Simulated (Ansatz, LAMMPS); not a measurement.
# Forces and charges in amorphous Si0.7Ge0.3 (120 atoms)

Wanted: forces, charges and levels of amorphous Si0.7Ge0.3 (120 atoms).

Main program and level: Ansatz 0.2.0; Kohn-Sham DFT, r2SCAN, PAW (set soft_2), plane waves.

## Step 1: Set-up

The cell holds 120 atoms: 84 Si and 36 Ge. Its edges and angles: a = 13.770 Å, b = 13.770 Å, c = 13.770 Å, α = 90.0°, β = 90.0°, γ = 90.0°. 120 atoms (84 Si, 36 Ge) placed at random at 3.16 g/cm³, melted at 3500 K for 10 ps at fixed volume with the Tersoff potential (Tersoff, Phys. Rev. B 39, 5566 (1989)). Quenched from 3500 K to 700 K at 1000 K/ps and fixed volume, held 5 ps, then minimised at fixed cell.

Before any run, some limits are plain. The quench rate of 1000 K/ps is orders of magnitude faster than experiment, which tends to freeze in extra defects. The starting topology of bonds comes from the classical model, and needn't be the one that DFT or experiment would give. Sampling is at Γ alone, for a cell whose shortest periodic width is 14 Å.

## Step 2: The classical run that made the cell

A classical potential makes the cell, at a small fraction of what the same run would cost in DFT.

This step: classical MD, Tersoff potential (Tersoff, Phys. Rev. B 39, 5566 (1989)) (LAMMPS 22 Jul 2025 - Update 4).

Input file in.lmp:

```
# melt-quench of Si84Ge36
units metal
atom_style atomic
boundary p p p
region box block 0 13.7704 0 13.7704 0 13.7704
create_box 2 box
mass 1 28.0850   # Si
mass 2 72.6300   # Ge
create_atoms 1 random 84 413304 NULL overlap 2.01 maxtry 2000
create_atoms 2 random 36 413311 NULL overlap 2.01 maxtry 2000
pair_style tersoff
pair_coeff * * SiCGe.tersoff Si(D) Ge
neigh_modify delay 0 every 1 check yes
thermo_style custom step time temp pe press density
thermo_modify norm yes
timestep 0.001
thermo 100
min_style cg
minimize 1e-4 1e-4 200 2000
reset_timestep 0
velocity all create 3500 413305 mom yes dist gaussian
fix lim all nve/limit 0.05
fix lan all langevin 3500 3500 0.1 413306 zero yes
thermo 500
run 1000 post no
unfix lim
unfix lan
thermo 1666
fix md all nvt temp 3500 3500 0.1
run 10000 post no
unfix md
thermo 280
fix md all nvt temp 3500 700 0.1
run 2800 post no
unfix md
thermo 2500
fix md all nvt temp 700 700 0.1
run 5000 post no
unfix md
thermo 100
min_style cg
minimize 0 1e-3 2000 20000
write_dump all custom glass.dump id type xs ys zs modify sort id
```

Started as:

```bash
$ lmp -in in.lmp -log none -nocite
```

The program printed:

```text
LAMMPS (22 Jul 2025 - Update 4)
Created orthogonal box = (0 0 0) to (13.7704 13.7704 13.7704)
Created 84 atoms
Created 36 atoms
   Step          Time           Temp          PotEng         Press         Density
         0   0              0             -2.2179319      66762.082      3.1630019
        36   0.036          0             -3.4428148      18451.557      3.1630019
Loop time of 0.0151447 s on 1 MPI rank(s) for 36 steps with 120 atoms
Minimization stats:
  Stopping criterion = energy tolerance
  Energy initial, next-to-last, final =
     -2.21793193602394  -3.44269067011177  -3.44281475388658
  Force two-norm initial, final = 89.920569 3.6033347
[... 34 lines left out ...]
     18800   18.8           761.59231     -3.9577557     -26546.833      3.1630019
Loop time of 0.703673 s on 1 MPI rank(s) for 5000 steps with 120 atoms
   Step          Time           Temp          PotEng         Press         Density
     18800   18.8           761.59231     -3.9577557     -26546.833      3.1630019
     18900   18.9           761.59231     -4.0450819     -27664.282      3.1630019
     18917   18.917         761.59231     -4.045082      -27673.359      3.1630019
Loop time of 0.0663965 s on 1 MPI rank(s) for 117 steps with 120 atoms
Minimization stats:
  Stopping criterion = force tolerance
  Energy initial, next-to-last, final =
     -3.95775570807277  -4.04508197500268  -4.04508197510571
  Force two-norm initial, final = 17.394668 0.0008710318
  Iterations, force evaluations = 117 467
```

The job ended after 3.8 s (1 thread of Intel Xeon 6975P-C (Granite Rapids), shared host; peak memory 0.078 GiB).

## Step 3: Plane-wave single point

One self-consistent run at the given positions yields energy and forces.

Input file input.yaml:

```yaml
crystal:
  lattice:
    - [13.7704, 0.0, 0.0]
    - [0.0, 13.7704, 0.0]
    - [0.0, 0.0, 13.7704]
  atoms:
    - { symbol: Si, position: [0.4344, 0.31242, 0.76887] }
    - { symbol: Si, position: [0.01769, 0.05263, 0.4137] }
    - { symbol: Si, position: [0.9335, 0.80247, 0.81381] }
    - { symbol: Si, position: [0.41329, 0.05206, 0.48938] }
    - { symbol: Si, position: [0.11935, 0.07733, 0.93871] }
    - { symbol: Si, position: [0.57003, 0.176, 0.05997] }
    - { symbol: Si, position: [0.19631, 0.55886, 0.4109] }
    - { symbol: Si, position: [0.47279, 0.36608, 0.59934] }
    - { symbol: Si, position: [0.73889, 0.02661, 0.31968] }
    - { symbol: Si, position: [0.31975, 0.7846, 0.351] }
    - { symbol: Si, position: [0.40086, 0.58181, 0.56438] }
    - { symbol: Si, position: [0.89198, 0.28666, 0.3666] }
    - { symbol: Si, position: [0.6332, 0.481, 0.0175] }
    - { symbol: Si, position: [0.75912, 0.03884, 0.49389] }
    - { symbol: Si, position: [0.00214, 0.68239, 0.13964] }
    - { symbol: Si, position: [0.69908, 0.77018, 0.53643] }
    - { symbol: Si, position: [0.89741, 0.06392, 0.76142] }
    - { symbol: Si, position: [0.31572, 0.98398, 0.61568] }
    - { symbol: Si, position: [0.81321, 0.83958, 0.08853] }
    - { symbol: Si, position: [0.80538, 0.42911, 0.63963] }
    - { symbol: Si, position: [0.1493, 0.2524, 0.6612] }
    - { symbol: Si, position: [0.59198, 0.0765, 0.56063] }
    - { symbol: Si, position: [0.14692, 0.34342, 0.20381] }
    - { symbol: Si, position: [0.1898, 0.73175, 0.457] }
    - { symbol: Si, position: [0.95014, 0.05143, 0.92506] }
    - { symbol: Si, position: [0.8215, 0.88932, 0.54574] }
    - { symbol: Si, position: [0.55345, 0.01322, 0.11672] }
    - { symbol: Si, position: [0.12399, 0.58406, 0.0621] }
    - { symbol: Si, position: [0.6451, 0.69306, 0.67993] }
    - { symbol: Si, position: [0.87266, 0.14701, 0.0477] }
    - { symbol: Si, position: [0.47889, 0.05431, 0.26983] }
    - { symbol: Si, position: [0.61728, 0.02163, 0.72942] }
    - { symbol: Si, position: [0.28333, 0.21982, 0.76646] }
    - { symbol: Si, position: [0.86902, 0.5722, 0.05784] }
    - { symbol: Si, position: [0.38176, 0.82829, 0.64204] }
    - { symbol: Si, position: [0.95013, 0.65662, 0.4935] }
    - { symbol: Si, position: [0.44758, 0.23593, 0.30067] }
    - { symbol: Si, position: [0.32367, 0.43242, 0.49045] }
    - { symbol: Si, position: [0.66528, 0.8514, 0.77597] }
    - { symbol: Si, position: [0.27149, 0.32208, 0.02604] }
    - { symbol: Si, position: [0.59563, 0.25137, 0.54138] }
    - { symbol: Si, position: [0.51668, 0.47057, 0.78522] }
    - { symbol: Si, position: [0.54234, 0.79753, 0.89845] }
    - { symbol: Si, position: [0.68581, 0.92118, 0.18356] }
    - { symbol: Si, position: [0.66221, 0.43009, 0.85881] }
    - { symbol: Si, position: [0.0063, 0.64632, 0.8128] }
    - { symbol: Si, position: [0.10642, 0.89924, 0.44335] }
    - { symbol: Si, position: [0.71088, 0.26499, 0.86031] }
    - { symbol: Si, position: [0.30385, 0.62463, 0.70143] }
    - { symbol: Si, position: [0.90832, 0.8102, 0.24525] }
    - { symbol: Si, position: [0.83321, 0.90685, 0.71779] }
    - { symbol: Si, position: [0.55722, 0.535, 0.62635] }
    - { symbol: Si, position: [0.69744, 0.50279, 0.52083] }
    - { symbol: Si, position: [0.81038, 0.4175, 0.27086] }
    - { symbol: Si, position: [0.27675, 0.58388, 0.13731] }
    - { symbol: Si, position: [0.02008, 0.61677, 0.64408] }
    - { symbol: Si, position: [0.24015, 0.79932, 0.92018] }
    - { symbol: Si, position: [0.56958, 0.98367, 0.40216] }
    - { symbol: Si, position: [0.4774, 0.93478, 0.9847] }
    - { symbol: Si, position: [0.01893, 0.35907, 0.90867] }
    - { symbol: Si, position: [0.78759, 0.51818, 0.78968] }
    - { symbol: Si, position: [0.23486, 0.93492, 0.32179] }
    - { symbol: Si, position: [0.57617, 0.81356, 0.42876] }
    - { symbol: Si, position: [0.79258, 0.68745, 0.30402] }
    - { symbol: Si, position: [0.9114, 0.98724, 0.28579] }
    - { symbol: Si, position: [0.74723, 0.14595, 0.74408] }
    - { symbol: Si, position: [0.39688, 0.40339, 0.33134] }
    - { symbol: Si, position: [0.17905, 0.31134, 0.50078] }
    - { symbol: Si, position: [0.75996, 0.6969, 0.99839] }
    - { symbol: Si, position: [0.78198, 0.64153, 0.46872] }
    - { symbol: Si, position: [0.32677, 0.05241, 0.7718] }
    - { symbol: Si, position: [0.48388, 0.04383, 0.84328] }
    - { symbol: Si, position: [0.77728, 0.69992, 0.81967] }
    - { symbol: Si, position: [0.20089, 0.95503, 0.84599] }
    - { symbol: Si, position: [0.74209, 0.19926, 0.2998] }
    - { symbol: Si, position: [0.60384, 0.27073, 0.3732] }
    - { symbol: Si, position: [0.90379, 0.56361, 0.24597] }
    - { symbol: Si, position: [0.15482, 0.16993, 0.39756] }
    [... 36 atom lines left out ...]
    - { symbol: Ge, position: [0.1351, 0.97409, 0.60053] }
    - { symbol: Ge, position: [0.98524, 0.10346, 0.17371] }
    - { symbol: Ge, position: [0.64118, 0.77087, 0.271] }
    - { symbol: Ge, position: [0.76156, 0.25764, 0.60828] }
    - { symbol: Ge, position: [0.92636, 0.51635, 0.89813] }
    - { symbol: Ge, position: [0.72708, 0.22526, 0.12786] }
kpoints:
  mp_grid: { grid: [1, 1, 1] }
hamiltonian:
  xc: r2scan
scf:
  occupations: { method: gaussian, width: 0.025 }
output:
  forces: true
  stress: true
  populations: true
  dos:
    method: { smearing: { sigma: 0.08 } }
    de: 0.1
    projected: { site_lists: { Ge: [Ge], Si: [Si] } }
  eigenvalues: true
  write_density: true
  write_potential: true
  volumetric_format: npy
```

Started as:

```bash
$ ansatz run input.yaml --threads 8 --pin off --max-ram 15872MiB --backend cpu --events-out ev --progress --plain --runs-dir out
```

The program printed:

```text
Engine: ansatz 0.2.0, x86_64-unknown-linux-gnu
Pseudopotentials: kind: paw
Pseudopotential: Si, paw, valence charge 4, recommended cutoff 500 eV (meta_gga), Si.paw.azcp
Pseudopotential: Ge, paw, valence charge 14, recommended cutoff 500 eV (meta_gga), Ge.paw.azcp
[... 6 lines on functional and potentials left out ...]
Crystal: 120 atoms, lattice volume = 2611.197 Å³
[...]
--- Band table (eV) ---
  k-point 0: bands = ["-18.8239", "-18.8044", "-18.8016", "-18.7989", [... 524 levels ...], "10.5158", "10.5425", "10.5587", "10.5947", "10.6049", "10.6153", "10.6457", "10.7036", "10.7260", "10.7465", "10.7779", "10.8033"]
--- Löwdin populations: 120 sites ---
  site symbol       q [e]
     0     Si      3.9807
     1     Si      3.8446
     2     Si      3.9276
[...]
119     Ge     13.9914
  spilling = 0.006036 (of n_electrons = 840.000000)
[key lines of the parts left out:]
SCF converged after 11 iterations
Free energy (F): -208539.968396 eV
Fermi energy:    6.541881 eV
P = ⅓ Tr σ = -3.2639 GPa (-32.639 kbar)
```

Elapsed: 50 s, on 8 threads of Intel Xeon 6975P-C (Granite Rapids), shared host; peak memory 8.2 GiB; 6 min of CPU time.

The column dr2 measures how far the density is from self-consistency, as an energy; F and HF (Harris–Foulkes) agree once it is small.

Numbers from this run:

| Item | Value |
| --- | --- |
| free energy | -208539.9684 eV |
| free energy per atom | -1737.8331 eV/atom |
| SCF cycles | 11 |
| pressure | -3.264 GPa |
| r.m.s. force component | 0.2926 eV/Å |
| longest force | 1.474 eV/Å |
| Fermi energy | 6.542 eV |
| levels partly filled by over 2 per cent | 2 |
| spilling of the projection | 0.006036 |

Neighbours are counted within 2.88 Å (Si-Si), 2.88 Å (Si-Ge), 2.93 Å (Ge-Ge).

Length of the force by element and coordination:

```tsv
element	coordination	atoms	mean length of the force (eV/Å)	spread	least	most
Ge	all	36	0.428	0.172	0.0982	0.898
Ge	4	30	0.410	0.162	0.0982	0.804
Ge	5	6	0.519	0.192	0.308	0.898
Si	all	84	0.444	0.279	0.0381	1.47
Si	3	1	0.148	0	0.148	0.148
Si	4	63	0.402	0.257	0.0381	1.47
Si	5	19	0.599	0.302	0.24	1.37
Si	6	1	0.447	0	0.447	0.447
```

Löwdin charges by element and coordination (they lack the spilled electrons, 0.042 e an atom on average):

```tsv
element	coordination	atoms	mean charge (e)	spread	least	most
Ge	all	36	-0.0173	0.0266	-0.0684	0.0319
Ge	4	30	-0.013	0.0245	-0.0684	0.0319
Ge	5	6	-0.0388	0.0264	-0.0651	-2.0e-4
Si	all	84	0.0678	0.0359	-0.0139	0.155
Si	3	1	0.127	0	0.127	0.127
Si	4	63	0.0711	0.034	-0.0139	0.155
Si	5	19	0.0541	0.038	-0.0085	0.128
Si	6	1	0.0572	0	0.0572	0.0572
```

States in the cell by windows of 1 eV, zero at the Fermi level; the larger projections on atomic orbitals stand beside the total:

```tsv
from (eV)	to (eV)	total	Si p	Ge p	Si s	Ge s
-18	-14	0.0	0.0	0.0	0.0	0.0
-14	-13	0.1	0.0	0.0	0.0	0.0
-13	-12	11.7	1.5	0.7	5.6	3.9
-12	-11	27.1	5.3	2.3	12.2	7.1
-11	-10	26.1	5.8	2.5	11.1	6.6
-10	-9	41.1	9.8	4.1	17.8	9.2
-9	-8	31.0	9.0	3.4	13.3	5.2
-8	-7	25.6	8.3	3.2	9.6	4.3
-7	-6	31.9	11.7	4.7	11.0	4.3
-6	-5	29.3	13.1	4.9	8.5	2.5
-5	-4	39.4	23.3	9.3	4.8	1.6
-4	-3	63.1	40.5	17.0	3.6	1.4
-3	-2	62.6	40.4	17.1	3.0	1.3
-2	-1	53.3	33.2	15.5	2.6	1.1
-1	0	37.3	21.6	9.7	3.2	1.7
0	1	33.7	17.5	7.0	5.0	2.2
1	2	48.6	23.3	9.4	7.8	3.3
2	3	64.7	30.0	13.0	9.0	3.5
3	4	71.4	32.4	14.6	8.1	2.8
```

The curve was stored every 0.100 eV, coarse against its broadening of 0.08 eV, so these counts are rough.

Between -26 and -18 eV lie 360 more states.

The levels nearest the highest filled one (over half full), pooled over k-points and spins:

```tsv
level less the highest filled one (eV)	occupation
-0.325	2
-0.284	2
-0.236	2
-0.124	2
-0.0721	2
0	1.85
0.0508	0.151
0.0999	0
0.133	0
0.233	0
0.282	0
0.345	0
```

Valence density in the bc plane at fractional x = 0.017, with atoms of Si and Ge within 0.2 Å of it. It is the smooth field of the valence electrons, not physical close to the nuclei.

Ten steps, logarithmic in the rise over the least value, from '0' (0 e/Å³) to '9' (33 e/Å³), each cell a mean:
```
111110000000111110000000000000001111100
112110000001100111000000000000000010000
011110000001100111100011111000000000000
000000000000111110000011111110000000000
000000000000001110000011101111111100000
000000000000000110000001111110111110000
000111000000000111000011221000001110000
001355210000000122211111111000000000000
012599510000000135421110011000000000000
001254210000000123321111111000000000000
000111000000001111110001111000000000000
000000000000024431100001111100000000000
111110000000148962111111111100011111001
100111000000126742123532110000112211111
110111000000011111138973100000011110001
111100011211000000125642000000000000000
000000125752100000001110000000000000000
000011136752100000000000000000000000000
011222222211000000000000001100000000000
012564211000000000000000111111000000000
012342100000000000000001110011100000000
000111000000000000000001111111110000000
000000000000000000000000000111111110000
000000000000000100000000000000011111000
```
Columns run along b (13.8 Å), rows up along c (13.8 Å). Atoms in or near the plane, at fractional coordinates: Si at (0.05, 0.41), Si at (0.65, 0.81), Si at (0.62, 0.64), Si at (0.36, 0.91), Ge at (0.54, 0.38), Ge at (0.12, 0.64), Ge at (0.38, 0.46).

Electrostatic potential energy in the bc plane at fractional x = 0.017, with atoms of Si and Ge within 0.2 Å of it. With pseudopotentials it is smooth inside the atoms' cores, unlike the true potential.

Ten even steps from '0' (-37 eV) to '9' (10 eV), each cell a mean:
```
988899999999865789999999999999998877899
877789999997300158999999999999999888999
888899999997300058999998878899999999999
999999999999755689999985202689989999999
999999999999998899999983000489888999999
999999999999998889999987434789988889999
999888899999999888999987778999998889999
997422479999999876678851126899999999999
985200269999999732257720004899999999999
997433589999999753468863247999999999999
999888899999998887889998888999999999999
999999999999864347999999877899999999999
754689999999730014898888877899988889999
300058999999842136864346889999877788997
300058999999987788731014899999988899998
866789987678999999852236899999999999999
999999842125899999998789999999999999999
999988741125899999999999999999999999999
987546776568999999999999988899999999999
984213689999999999999999742258999999999
986434799999999999999998610017999999999
999888999999999999999999742258988999999
999999999999999999999999988899888899999
999999999999999999999999999999988888999
```
Columns run along b (13.8 Å; values clipped at the 3rd and 97th percentile), rows up along c (13.8 Å). Atoms in or near the plane, at fractional coordinates: Si at (0.05, 0.41), Si at (0.65, 0.81), Si at (0.62, 0.64), Si at (0.36, 0.91), Ge at (0.54, 0.38), Ge at (0.12, 0.64), Ge at (0.38, 0.46).

Mean Löwdin charges: Ge -0.02, Si +0.07 e (they miss 0.60 % of the electrons, so they add up to more than the cell's charge). Charges this small depend on the projection, at times even in sign. Within 0.4 eV of the Fermi level the largest share is Si p (58 % of the projected weight).

## Step 4: Local order

Bonds and neighbours are counted at the geometry of the runs.

Density 3.16 g/cm³, 21.76 Å³ an atom.

g(r), total and by pair (bins of 0.2 Å):

```tsv
r (Å)	total	Si-Si	Si-Ge	Ge-Ge
2.20	0.03	0.06	0.00	0.00
2.40	4.30	4.59	4.37	2.40
2.60	1.52	1.42	1.34	2.85
2.80	0.13	0.12	0.09	0.42
3.00	0.11	0.10	0.07	0.34
3.20	0.24	0.17	0.26	0.45
3.40	0.53	0.32	0.77	0.56
3.60	1.12	1.09	1.11	1.35
3.80	1.69	1.73	1.83	0.77
4.00	1.76	1.84	1.56	2.21
4.20	1.43	1.50	1.42	1.08
4.40	1.10	1.02	0.96	2.23
4.60	0.79	0.78	0.78	0.91
4.80	0.85	0.94	0.79	0.62
5.00	0.77	0.86	0.67	0.70
5.20	0.73	0.60	0.80	1.07
5.40	0.86	0.97	0.79	0.60
5.60	0.94	0.97	0.88	1.08
5.80	1.20	1.27	1.14	1.09
6.00	1.04	0.96	1.13	1.11
6.20	1.11	1.11	1.12	1.09
6.40	1.01	1.04	1.02	0.74
6.60	0.91	0.85	1.00	0.81
6.80	0.99	0.95	0.99	1.15
```

Bonds by pair of elements; cutoffs follow the first minimum of g(r), held within bounds set by covalent radii, and pairs that aren't listed don't count as bonded:

```tsv
pair A-B	cutoff (Å)	bonds	mean length (Å)	spread (Å)	shortest (Å)	B about A	A about B
Si-Si	2.88	126	2.46	0.098	2.30	3	3
Si-Ge	2.88	104	2.48	0.078	2.38	1.24	2.89
Ge-Ge	2.93	23	2.56	0.099	2.43	1.28	1.28
```

How many atoms have how many bonded neighbours:

```tsv
element	mean	3	4	5	6
Ge	4.17	0	30	6	0
Si	4.24	1	63	19	1
```

Bond angles (no mean is given where the spread exceeds 20°):

```tsv
angle	count	mean (°)	spread (°)
Si-Si-Si	304	-	-
Ge-Si-Si	225	108	17.3
Ge-Ge-Si	111	107	16.7
Si-Ge-Si	110	110	12.7
Ge-Si-Ge	57	-	-
```

Bond length by coordination (bonds to H left out):

```tsv
element	coordination	atoms	mean bond length (Å)
Ge	4	30	2.48
Ge	5	6	2.59
Si	3	1	2.47
Si	4	63	2.43
Si	5	19	2.53
Si	6	1	2.61
```

Rings of the network by King's shortest-path rule, up to 12 atoms, one path for each pair of neighbours; H, halogens, alkali and alkaline-earth atoms are left out, and the last column divides by all other atoms, bonded or not:

```tsv
ring size (atoms)	rings	per network atom
3	5	0.042
4	16	0.133
5	78	0.65
6	104	0.867
7	62	0.517
8	11	0.092
```

First main peaks of g(r), for some of the pairs, lie near 2.4 Å (Si-Si), 2.5 Å (Si-Ge) and 2.5 Å (Ge-Ge). By these cutoffs 83 % of Ge atoms have 4 and 75 % of Si atoms have 4 bonded neighbours. Rings of 6 atoms are the most common (38 % of those counted); sizes run from 3 to 8.

A closer look about Si34, which has 5 bonded neighbours where the commonest count for Si is 4: 8 atoms, nearest first, numbered in the order of the input, with positions taken from that point.

```tsv
atom	x	y	z	distance (Å)	bonds	Löwdin charge (e)	Fx	Fy	Fz (eV/Å)
Si34	0.00	0.00	0.00	0.00	5	0.04	0.35	1.06	0.03
Si69	-1.50	1.72	-0.82	2.42	4	0.08	-0.18	-0.18	0.15
Ge119	0.79	-0.77	-2.20	2.46	4	-0.01	-0.17	0.14	-0.32
Ge91	-1.26	-2.25	0.47	2.62	5	-0.05	0.10	-0.32	0.29
Si15	1.83	1.52	1.13	2.63	5	-0.01	-0.41	-0.28	-0.40
Si77	0.48	-0.12	2.59	2.64	5	0.13	-0.05	0.44	-0.02
Si28	3.51	0.16	0.06	3.52	4	0.09	0.00	0.09	1.01
Si13	-3.25	-1.26	-0.56	3.53	4	0.13	0.02	-0.53	0.00
```

The column of bonds counts only the pairs Si-Si within 2.88 Å, Si-Ge within 2.88 Å, Ge-Ge within 2.93 Å; other neighbours, such as metal atoms beside each other in a compound, aren't counted, and periodic images can show an atom twice.

## Step 5: Summary of results

* free energy per atom: -1737.8331 eV/atom
* pressure: -3.264 GPa
* r.m.s. force component: 0.2926 eV/Å
* wall time of the 1 DFT run: 50 s

In words: Counting bands leaves a spacing of only 0.051 eV (at Γ alone), which the smearing bridges: 2 levels are partly filled by over 2 %, so a gap, if any, is small at this level. By these cutoffs 83 % of Ge atoms have 4 and 75 % of Si atoms have 4 bonded neighbours.

**Limits.** The geometry was minimised with a classical potential after classical dynamics and isn't relaxed at this level: its force components are 0.29 eV/Å r.m.s. The pressure of -3.3 GPa belongs to a cell and atoms that aren't relaxed at this level.

[Logs are printed without paths, hosts, clocks, repeated set-up lines and the standing remarks that a program may print on its own settings, such as how far it seeks lower states.]

[Hosts, paths, dates, database ids (printed as entryN), source tags and the programs' standing remarks are cut or masked in the printed files.]
